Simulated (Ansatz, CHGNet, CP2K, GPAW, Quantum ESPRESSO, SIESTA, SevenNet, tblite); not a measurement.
# Generalised stacking fault on (111) (glide set) of a Ge-Sn solid solution (48 atoms) in CP2K, part 2 of 3

Wanted: CP2K inputs and outputs for generalised stacking fault on (111) (glide set) of a Ge-Sn solid solution (48 atoms), checked against a plane-wave reference.

Program: CP2K 2026.2; the method stands at each step. Banners, paths, timers and routine set-up lines are dropped from the logs unmarked, and long logs keep their key lines alone; longer cuts are marked.

So far. Step 2 (PBE, DZVP-MOLOPT-SR, 350/50 Ry, diagonalisation): Forces lie 8.5 % from the reference's, at 0.26 times its CPU time (on 2 against 4 cores). Step 3 (PBE, TZV2P-MOLOPT (SR for Ge, Sn), 350/50 Ry …): Against the first run (8.5 %), the force difference from the reference is 8.7 %, at 1.3 times the CPU time (on 4 against 2 cores), with 1056 basis functions against 624: size alone doesn't set the difference here.

## 4. PBE+D3, DZVP-MOLOPT-SR, 350/50 Ry, diagonalisation

Method: Kohn-Sham DFT, PBE+D3, GTH-PBE pseudopotentials, Gaussian and plane waves, DZVP-MOLOPT-SR-GTH, diagonalisation.

Input file input.inp:

```
&GLOBAL
  PROJECT cell
  RUN_TYPE ENERGY_FORCE
  PRINT_LEVEL LOW
&END GLOBAL
&FORCE_EVAL
  METHOD QS
  STRESS_TENSOR ANALYTICAL
  &DFT
    BASIS_SET_FILE_NAME BASIS_MOLOPT
    POTENTIAL_FILE_NAME GTH_POTENTIALS
    &MGRID
      CUTOFF 350
      REL_CUTOFF 50
    &END MGRID
    &QS
      EPS_DEFAULT 1.0E-12
    &END QS
    &SCF
      SCF_GUESS ATOMIC
      EPS_SCF 1.0E-06
      MAX_SCF 200
      ADDED_MOS 21
      &DIAGONALIZATION
        ALGORITHM STANDARD
      &END DIAGONALIZATION
      &SMEAR ON
        METHOD FERMI_DIRAC
        ELECTRONIC_TEMPERATURE [K] 580
      &END SMEAR
      &MIXING
        METHOD BROYDEN_MIXING
        ALPHA 0.15
        NBROYDEN 8
      &END MIXING
      &PRINT
        &RESTART OFF
        &END RESTART
      &END PRINT
    &END SCF
    &XC
      &XC_FUNCTIONAL PBE
      &END XC_FUNCTIONAL
      &VDW_POTENTIAL
        POTENTIAL_TYPE PAIR_POTENTIAL
        &PAIR_POTENTIAL
          TYPE DFTD3
          PARAMETER_FILE_NAME dftd3.dat
          REFERENCE_FUNCTIONAL PBE
        &END PAIR_POTENTIAL
      &END VDW_POTENTIAL
    &END XC
    &PRINT
      &MULLIKEN ON
      &END MULLIKEN
      &HIRSHFELD ON
        SHAPE_FUNCTION DENSITY
      &END HIRSHFELD
      &MO ON
        EIGENVALUES T
        OCCUPATION_NUMBERS T
        MO_INDEX_RANGE 85 108
        &EACH
          QS_SCF 0
        &END EACH
        ADD_LAST NUMERIC
      &END MO
    &END PRINT
  &END DFT
  &SUBSYS
    &CELL
      A 8.33424 0.00000 0.00000
      B 0.00000 7.21767 0.00000
      C 3.47263 0.00000 20.51464
    &END CELL
    &COORD
      SCALED
[... 48 atom lines left out: the same atoms as in the first run ...]
    &END COORD
    &KIND Ge
      BASIS_SET DZVP-MOLOPT-SR-GTH-q4
      POTENTIAL GTH-PBE-q4
    &END KIND
    &KIND Sn
      BASIS_SET DZVP-MOLOPT-SR-GTH-q4
      POTENTIAL GTH-PBE-q4
    &END KIND
  &END SUBSYS
  &PRINT
    &FORCES ON
    &END FORCES
    &STRESS_TENSOR ON
    &END STRESS_TENSOR
  &END PRINT
&END FORCE_EVAL
```

Command:

```console
$ OMP_NUM_THREADS=2 cp2k.psmp -i input.inp > output.txt
```

Numbers of over 12 decimals in the logs are rounded to 6 here.

What it wrote:

```text
CP2K| version string:                                       CP2K version 2026.2
 CP2K| Input file name                                                 input.inp
 GLOBAL| Basis set file name                                        BASIS_MOLOPT
 GLOBAL| Potential file name                                      GTH_POTENTIALS
[... lines left out ...]
 Number of electrons:                                                        192
[... lines left out ...]
  Step     Update method      Time    Convergence         Total energy    Change
[... lines left out ...]
  *** SCF run converged in    19 steps ***
[... lines left out ...]
  Fermi energy:                                                 0.157100
  Total energy:                                              -181.690646
  Total energy (extrapolated to T->0):                       -181.686290
[... lines left out ...]
 MO| E(Fermi):            0.157100 a.u.          4.274920 eV
[... lines left out ...]
 ENERGY| Total FORCE_EVAL ( QS ) energy [hartree]           -181.690650
[... lines left out ...]
 FORCES|      1  7.97544738E-02 -6.01610167E-02  1.35070637E-02   1.00809547E-01
 FORCES|      2  2.42699901E-02 -2.05034583E-02 -1.46055334E-02   3.49677827E-02
 FORCES|      3 -5.72489835E-02  1.37827476E-02  3.89814305E-03   5.90136066E-02
[...]
FORCES|     47  9.63730971E-03 -5.45110114E-03 -1.62900794E-02   1.96966730E-02
 FORCES|     48 -7.51969652E-02  4.66549141E-02 -2.19758793E-02   9.11822563E-02
 FORCES| Sum    -2.35406881E-08  3.06858238E-08 -2.76236826E-06
 FORCES| Total atomic force                                       2.76263899E-06
 STRESS| Analytical stress tensor [bar]
 STRESS|                        x                   y                   z
 STRESS|      x        1.78641373205E+05  -3.75866357576E+04   2.52903032500E+04
 STRESS|      y       -3.75866357576E+04   4.17449947706E+04  -3.06329380420E+04
 STRESS|      z        2.52903032500E+04  -3.06329380420E+04   7.31978693724E+04
 STRESS| 1/3 Trace                                             9.78614124494E+04
```

Run time: 1.7 min. Hardware: 2 threads of Arm Neoverse V1, shared host; peak memory 1.5 GiB; 3.2 min of CPU time.

Against the reference:

* r.m.s. force component: 2.086 eV/Å
* r.m.s. difference of force components: 205.4 meV/Å
* longest difference of force vectors: 1263 meV/Å
* force difference over r.m.s. force: 9.022 %
* slope of forces against the reference's: 0.9155
* correlation of force components: 0.9994
* pressure: 9.786 GPa
* pressure difference: -0.2606 GPa

Against the first run (8.5 %), the force difference from the reference is 9.0 %, at 1.0 times the CPU time; the model has changed, so this is no error of the program alone.

## 5. RPBE, PBE potentials, DZVP-MOLOPT-SR, 350/50 Ry, diagonalisation

Method: Kohn-Sham DFT, RPBE, GTH-PBE pseudopotentials, Gaussian and plane waves, DZVP-MOLOPT-SR-GTH, diagonalisation.

input.inp: that of step 4 with these lines changed.

```diff
@@ -41,12 +41,8 @@
     &XC
-      &XC_FUNCTIONAL PBE
+      &XC_FUNCTIONAL
+        &GGA_X_RPBE
+        &END GGA_X_RPBE
+        &GGA_C_PBE
+        &END GGA_C_PBE
       &END XC_FUNCTIONAL
-      &VDW_POTENTIAL
-        POTENTIAL_TYPE PAIR_POTENTIAL
-        &PAIR_POTENTIAL
-          TYPE DFTD3
-          PARAMETER_FILE_NAME dftd3.dat
-          REFERENCE_FUNCTIONAL PBE
-        &END PAIR_POTENTIAL
-      &END VDW_POTENTIAL
     &END XC
@@ -75,6 +71,6 @@
     &END CELL
-    &COORD
-      SCALED
-[... 48 atom lines left out: the same atoms as in the first run ...]
-    &END COORD
+    &TOPOLOGY
+      COORD_FILE_NAME structure.xyz
+      COORD_FILE_FORMAT XYZ
+    &END TOPOLOGY
     &KIND Ge
```

Input file structure.xyz:

```xyz
48

[... 48 atom lines left out: the same atoms as in the first run ...]
```

What it wrote:

```text
CP2K| version string:                                       CP2K version 2026.2
 CP2K| Input file name                                                 input.inp
 GLOBAL| Basis set file name                                        BASIS_MOLOPT
 GLOBAL| Potential file name                                      GTH_POTENTIALS
 GLOBAL| Run type                                                   ENERGY_FORCE
 GLOBAL| Total number of message passing processes                             1
 GLOBAL| Number of threads for this process                                    2
 TOTAL NUMBERS AND MAXIMUM NUMBERS
  Total number of            - Atomic kinds:                                   2
                             - Atoms:                                         48
[... lines left out ...]
                        Smear method:                                FERMI_DIRAC
[... lines left out ...]
 Number of electrons:                                                        192
[... lines left out ...]
  Step     Update method      Time    Convergence         Total energy    Change
[... lines left out ...]
  *** SCF run converged in    20 steps ***
[... lines left out ...]
  Fermi energy:                                                 0.157744
  Total energy:                                              -181.551209
  Total energy (extrapolated to T->0):                       -181.547010
[... lines left out ...]
 MO| E(Fermi):            0.157744 a.u.          4.292432 eV
[... lines left out ...]
 !-----------------------------------------------------------------------------!
 !-----------------------------------------------------------------------------!
                           Hirshfeld Charges
  #Atom  Element  Kind  Ref Charge     Population                    Net charge
      1       Ge     1       4.000          4.024                        -0.024
      2       Sn     2       4.000          3.957                         0.043
      3       Sn     2       4.000          3.953                         0.047
[...]
47       Ge     1       4.000          4.004                        -0.004
     48       Ge     1       4.000          3.997                         0.003
  Total Charge                                                           -0.000
 !-----------------------------------------------------------------------------!
 ENERGY| Total FORCE_EVAL ( QS ) energy [hartree]           -181.551202
 FORCES| Atomic forces [hartree/bohr]
 FORCES|   Atom     x               y               z               |f|
 FORCES|      1  8.00611865E-02 -6.07556315E-02  1.33958515E-02   1.01392747E-01
 FORCES|      2  2.42027513E-02 -2.04561052E-02 -1.50497272E-02   3.50816148E-02
 FORCES|      3 -5.72201586E-02  1.35609894E-02  4.30508979E-03   5.89625371E-02
[...]
FORCES|     47  9.55415152E-03 -6.01531229E-03 -1.60155401E-02   1.95949819E-02
 FORCES|     48 -7.57429949E-02  4.74195497E-02 -2.18298572E-02   9.19899866E-02
 FORCES| Sum    -1.38415816E-07 -2.98483400E-06  3.68495486E-06
 FORCES| Total atomic force                                       4.74418436E-06
 STRESS| Analytical stress tensor [bar]
 STRESS|                        x                   y                   z
 STRESS|      x        1.85994655814E+05  -3.73482374304E+04   2.54250763651E+04
 STRESS|      y       -3.73482374304E+04   5.10530399446E+04  -3.06653296255E+04
 STRESS|      z        2.54250763651E+04  -3.06653296255E+04   8.48553812938E+04
 STRESS| 1/3 Trace                                             1.07301025684E+05
```

Wall time 1.8 min (2 threads); peak memory 1.5 GiB; 3.3 min of CPU time.

Against the reference:

| Item | Value |
| --- | --- |
| r.m.s. force component | 2.099 eV/Å |
| r.m.s. difference of force components | 198.9 meV/Å |
| longest difference of force vectors | 1225 meV/Å |
| force difference over r.m.s. force | 8.733 % |
| slope of forces against the reference's | 0.9208 |
| correlation of force components | 0.9992 |
| pressure | 10.73 GPa |
| pressure difference | 0.6834 GPa |

Against the first run (8.5 %), the force difference from the reference is 8.7 %, at 1.1 times the CPU time; the model has changed, so this is no error of the program alone.

## 6. PBE, DZVP-MOLOPT-SR, 350/30 Ry, diagonalisation

Method: Kohn-Sham DFT, PBE, GTH-PBE pseudopotentials, Gaussian and plane waves, DZVP-MOLOPT-SR-GTH, diagonalisation.

input.inp: that of step 5 with these lines changed.

```diff
@@ -13,3 +13,3 @@
       CUTOFF 350
-      REL_CUTOFF 50
+      REL_CUTOFF 30
     &END MGRID
@@ -41,7 +41,3 @@
     &XC
-      &XC_FUNCTIONAL
-        &GGA_X_RPBE
-        &END GGA_X_RPBE
-        &GGA_C_PBE
-        &END GGA_C_PBE
+      &XC_FUNCTIONAL PBE
       &END XC_FUNCTIONAL
```

structure.xyz is that of step 5.

What it wrote:

```text
CP2K| version string:                                       CP2K version 2026.2
 CP2K| Input file name                                                 input.inp
 GLOBAL| Basis set file name                                        BASIS_MOLOPT
 GLOBAL| Potential file name                                      GTH_POTENTIALS
 GLOBAL| Run type                                                   ENERGY_FORCE
 GLOBAL| Total number of message passing processes                             1
 GLOBAL| Number of threads for this process                                    2
[... lines left out ...]
                        Smear method:                                FERMI_DIRAC
[... lines left out ...]
 Number of electrons:                                                        192
[... lines left out ...]
  Step     Update method      Time    Convergence         Total energy    Change
[... lines left out ...]
  *** SCF run converged in    19 steps ***
[... lines left out ...]
  Fermi energy:                                                 0.157101
  Total energy:                                              -181.372647
  Total energy (extrapolated to T->0):                       -181.368291
[... lines left out ...]
 MO| E(Fermi):            0.157101 a.u.          4.274925 eV
[... lines left out ...]
     48       Ge     1       4.000          3.997                         0.003
  Total Charge                                                           -0.000
 !-----------------------------------------------------------------------------!
 ENERGY| Total FORCE_EVAL ( QS ) energy [hartree]           -181.372650
 FORCES| Atomic forces [hartree/bohr]
 FORCES|   Atom     x               y               z               |f|
 FORCES|      1  8.04960388E-02 -6.11490356E-02  1.30139497E-02   1.01922420E-01
 FORCES|      2  2.43074084E-02 -2.04330171E-02 -1.45813143E-02   3.49424243E-02
 FORCES|      3 -5.73175557E-02  1.37904646E-02  3.88022751E-03   5.90807521E-02
[...]
FORCES|     47  9.72968691E-03 -5.62326207E-03 -1.66566748E-02   2.00931008E-02
 FORCES|     48 -7.58021961E-02  4.76165324E-02 -2.14647608E-02   9.20545656E-02
 FORCES| Sum    -9.28640773E-06  9.02171147E-06  1.30548507E-05
 FORCES| Total atomic force                                       1.83863475E-05
 STRESS| Analytical stress tensor [bar]
 STRESS|                        x                   y                   z
 STRESS|      x        1.84598291918E+05  -3.79278286501E+04   2.56330793337E+04
 STRESS|      y       -3.79278286501E+04   4.79051558641E+04  -3.08222159430E+04
 STRESS|      z        2.56330793337E+04  -3.08222159430E+04   7.97886378342E+04
 STRESS| 1/3 Trace                                             1.04097361872E+05
```

Elapsed: 90 s, on 2 threads; peak memory 1.5 GiB.

Numbers from this run, and their distance from the reference:

| Property | Result |
| --- | --- |
| r.m.s. force component | 2.101 eV/Å |
| r.m.s. difference of force components | 194.7 meV/Å |
| longest difference of force vectors | 1199 meV/Å |
| force difference over r.m.s. force | 8.549 % |
| slope of forces against the reference's | 0.9219 |
| correlation of force components | 0.9993 |
| pressure | 10.41 GPa |
| pressure difference | 0.363 GPa |
| energy less the same-level run's | -0.025 meV/atom |
| r.m.s. force difference from the same-level run | 0.156 meV/Å |

This is a coarse setting, run to see what it loses.

Against the first run (8.5 %), the force difference from the reference is 8.5 %, at 0.87 times the CPU time: the change moves forces by 0.16 meV/Å r.m.s., so most of the difference comes from elsewhere.

[end of part 2 of 3]

[Also dropped from logs without a mark: logging warnings of Python, and SIESTA's first energy breakdown and zero terms.]

[Logs are printed without paths, hosts, clocks, repeated set-up lines and the standing remarks that a program may print on its own settings, such as how far it seeks lower states.]

[Hosts, paths, dates, database ids (printed as entryN), source tags and the programs' standing remarks are cut or masked in the printed files.]
